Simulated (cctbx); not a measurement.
## What is wrong with this refinement?

Cell a = 4.2430 Å, b = 9.3440 Å, c = 10.7330 Å, α = 75.14°, β = 89.05°, γ = 78.12°; space group P-1 (no. 2). The compound is SnGe2Bi2As.

The data are simulated with cctbx, not measured: Mo Kα, λ = 0.71073 Å, to d = 0.65 Å, 95 % of the full sphere, strongest reflection 20000 counts, noise from counting, a 3 % proportional error and a noise floor of 15 counts (s.d.); no absorption.

An anisotropic refinement with weights 1/σ² prints:

```text
Rint 0.033, 3072 unique reflections to 0.65 A
cycle     R1     wR2    GooF  max shift (A)
   1  0.3343  0.6321  11.123   0.02425
   3  0.1492  0.3575   6.291   0.00015
final R1 0.1493 wR2 0.3575 GooF 6.291  parameters 54  data/parameter 56.9
atom        x        y        z      Ueq    occ   su(xyz)  su(Uiso or U11)
Sn1    0.04036  0.92898  0.82291  -0.0032  1.000  0.00045  0.0007  NPD
Bi1    0.34495  0.32213  0.82280   0.0108  1.000  0.00038  0.0006
Bi2    0.62413  0.73583  0.91753   0.0506  1.000  0.00088  0.0017
As1    0.65827  0.69536  0.54620   0.0081  1.000  0.00097  0.0015
Ge1    0.08108  0.86266  0.58758   0.0150  1.000  0.00123  0.0020
Ge2    0.73948  0.51411  0.79207   0.0176  1.000  0.00126  0.0020
difference map: max 49.61 min -20.85 rms 3.01
Q1    0.9826  0.0822  0.1699    2   50.41  0.16 A from Sn1
Q2    0.3488  0.3105  0.8216    2   26.68  0.11 A from Bi1
Q3    0.2653  0.4681  0.1889    2   18.41  0.29 A from Ge2
Q4    0.2959  0.2978  0.1547    2   10.37  0.94 A from Bi2
Q5    0.0408  0.8529  0.6103    2   10.25  0.30 A from Ge1
Q6    0.3810  0.2588  0.0850    2   10.24  0.05 A from Bi2
```

**Question.** Can this result stand? If not, what is the likely fault?

Mend it. The fault: elements exchanged: Bi2 is Sn and Sn1 is Bi. Against the right model at the same level, R1 goes from 0.0259 to 0.1493 and GooF from 0.96 to 6.29, U of Sn1 shrinks from 0.0202 to -0.0032 Å², U of Bi2 swells from 0.0226 to 0.0506 Å², the top difference peak, 50.4 e/Å³, lies on Sn1 and Sn1 goes non-positive-definite. Bi2 has 33 electrons too many and its U swells to shed them, as expected; Sn1 has 33 electrons too few and its U shrinks to make up, as expected.

The compound is SnGe2Bi2As. The right model at the same level gives:

```text
Rint 0.033, 3072 unique reflections to 0.65 A
cycle     R1     wR2    GooF  max shift (A)
   1  0.1005  0.2194   3.861   0.00813
   2  0.0259  0.0545   0.959   0.00000
final R1 0.0259 wR2 0.0545 GooF 0.959  parameters 54  data/parameter 56.9
atom        x        y        z      Ueq    occ   su(xyz)  su(Uiso or U11)
Bi1    0.04049  0.92879  0.82306   0.0202  1.000  0.00006  0.0001
Bi2    0.34516  0.32150  0.82279   0.0126  1.000  0.00005  0.0001
Sn1    0.62305  0.73693  0.91697   0.0226  1.000  0.00012  0.0002
As1    0.65797  0.69525  0.54600   0.0101  1.000  0.00014  0.0002
Ge1    0.07974  0.86225  0.58833   0.0178  1.000  0.00018  0.0003
Ge2    0.73753  0.51588  0.79371   0.0198  1.000  0.00018  0.0003
difference map: max 2.51 min -2.36 rms 0.62
Q1    0.2827  0.1697  0.3247    2    2.65  1.82 A from Ge1
Q2    0.2888  0.5712  0.2591    2    2.45  1.13 A from Ge2
Q3    0.3025  0.0370  0.7538    2    2.37  1.69 A from Bi1
Q4    0.3890  0.9425  0.2742    2    2.37  2.09 A from Bi1
Q5    0.3215  0.0724  0.3449    2    2.35  1.88 A from Ge1
Q6    0.2677  0.1559  0.5247    2    2.32  1.50 A from As1
```

This is a model crystal, built by substitution and not relaxed, with assumed displacement parameters.

[Middle refinement cycles are left out of these outputs.]

[Logs are printed without paths, hosts, clocks, repeated set-up lines and the standing remarks that a program may print on its own settings, such as how far it seeks lower states.]
